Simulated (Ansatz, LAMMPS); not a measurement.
# Amorphous HfO2 at 7.99 g/cm^3 (78 atoms), relaxed: mesh and functional compared

Which bonds does the relaxation leave, and how do the Kohn-Sham gap, forces and pressure change with k-mesh and functional?

Calculated with Ansatz 0.2.0: Kohn-Sham DFT, PBE, PAW (set soft_2), plane waves; cutoff 420 eV, Γ point, fermi-dirac smearing of 0.025 eV.

**The cell**

Density at the start: 7.99 g/cm³. The cell holds 78 atoms: 26 Hf and 52 O. Cell: a = 10.438 Å, b = 10.438 Å, c = 10.438 Å, α = 90.0°, β = 90.0°, γ = 90.0°. 78 atoms (26 Zr, 52 O) placed at random at 4.68 g/cm³, melted at 5000 K for 10 ps at fixed volume with the Morse and Coulomb pair potential with partial charges (Pedone, Malavasi, Menziani, Cormack and Segre, J. Phys. Chem. B 110, 11780 (2006)). Quenched from 5000 K to 300 K at 50 K/ps and fixed volume, held 5 ps, then minimised at fixed cell. Then Zr was replaced by Hf (the potential has no terms for the new elements, so the cell is a start for a DFT relaxation).

The atoms were relaxed with PBE. The walk converged after 10 steps, with a largest force component of 0.0336 eV/Å; it began at an r.m.s. force component of 0.56 eV/Å. The energy fell by 37.9 meV an atom.

The input of the reference single point:

```yaml
crystal:
  lattice:
    - [10.4384, 0.0, 0.0]
    - [0.0, 10.4384, 0.0]
    - [0.0, 0.0, 10.4384]
  atoms:
    - { symbol: Hf, position: [0.48522, 0.5326, 0.50171] }
    - { symbol: Hf, position: [0.60234, 0.30069, 0.69763] }
    - { symbol: Hf, position: [0.96096, 0.18525, 0.09897] }
    - { symbol: Hf, position: [0.49971, 0.57051, 0.82958] }
    [... 72 atom lines left out ...]
    - { symbol: O, position: [0.44121, 0.4346, 0.68802] }
    - { symbol: O, position: [0.91959, 0.05097, 0.50884] }
kpoints:
  mp_grid: { grid: [1, 1, 1] }
hamiltonian:
  xc: pbe
scf:
  occupations: { method: fermi_dirac, width: 0.025 }
output:
  forces: true
  stress: true
  populations: true
  dos:
    method: { smearing: { sigma: 0.08 } }
    de: 0.05
    projected: { site_lists: { Hf: [Hf], O: [O] } }
  eigenvalues: true
  write_density: true
  write_potential: true
  volumetric_format: npy
```

**Bonds after relaxation**

Bonds by pair of elements; cutoffs follow the first minimum of g(r), held within bounds set by covalent radii, and pairs that aren't listed don't count as bonded:

```
pair A-B  cutoff (Å)  bonds  mean length (Å)  spread (Å)  shortest (Å)  B about A  A about B
    O-Hf        2.82    154             2.16       0.147          1.89       2.96       5.92
```

How many atoms have how many bonded neighbours:

```
element  mean  2   3  4  5   6  7
     Hf  5.92  0   0  0  7  14  5
      O  2.96  9  36  7  0   0  0
```

**Levels of theory**

Single points at the relaxed geometry:

| functional | k-mesh | Kohn-Sham gap (eV) | pressure (GPa) | r.m.s. force component (eV/Å) | SCF cycles | time |
| --- | --- | --- | --- | --- | --- | --- |
| PBE | 1×1×1 | 3.943 | -7.06 | 0.011 | 11 | 30 s |
| PBE | 2×2×2 | 3.920 | -7.05 | 0.020 | 11 | 4.5 min |
| HSE06 | 1×1×1 | 5.469 | -11.36 | 0.107 | 24 | 8.2 min |
| r2SCAN | 1×1×1 | 4.420 | -11.50 | 0.076 | 12 | 56 s |
| PBEsol | 1×1×1 | 3.861 | -12.19 | 0.084 | 12 | 27 s |

The gap is that between the highest filled and lowest empty Kohn-Sham level on the run's k-points. Cutoffs: 420 eV for PBE, HSE06 and PBEsol; 500 eV for r2SCAN. Times come from shared hosts and are rough.

**Findings**

By these cutoffs 54 % of Hf atoms have 6 and 69 % of O atoms have 3 neighbours. The Kohn-Sham gap is 3.94 eV with PBE on the 1×1×1 mesh and 3.92 eV on 2×2×2. On the 1×1×1 mesh HSE06 changes the gap by +1.53 eV against PBE. Carrying that shift over to the 2×2×2 mesh gives 3.92 + 1.53 = 5.45 eV, an estimate that takes the shift to be alike at all k-points. On the reference's mesh the gap changes with r2SCAN by +0.48 eV and PBEsol by -0.08 eV. Against the reference the pressure changes with HSE06 by -4.3 GPa, r2SCAN by -4.4 GPa and PBEsol by -5.1 GPa; a negative change means a smaller volume than PBE would take. The denser mesh moves the energy by -1.8 meV/atom and the pressure by +0.01 GPa.

Limits: All single points share the geometry relaxed with PBE. The density was set when the cell was made, as one point of a scan, and needn't be that of the real material. One sample; tail or defect levels can set the gap of a disordered cell. The quench rate of 50 K/ps is many orders above laboratory rates, so the cell is likely richer in defects and strain than a real sample. The network of bonds at the start is that of the classical potential that made the cell, and needn't be the one that DFT or experiment would give. Spin–orbit coupling is left out, which matters for the levels of the heavy elements. In some runs the program notes that the exchange-correlation potential is rough where the density is thin, it cut back its work space to fit the memory limit, the exchange threshold is loose for the stress and the SCF threshold is loose for the stress.

[Logs are printed without paths, hosts, clocks, repeated set-up lines and the standing remarks that a program may print on its own settings, such as how far it seeks lower states.]

[Hosts, paths, dates, database ids (printed as entryN), source tags and the programs' standing remarks are cut or masked in the printed files.]
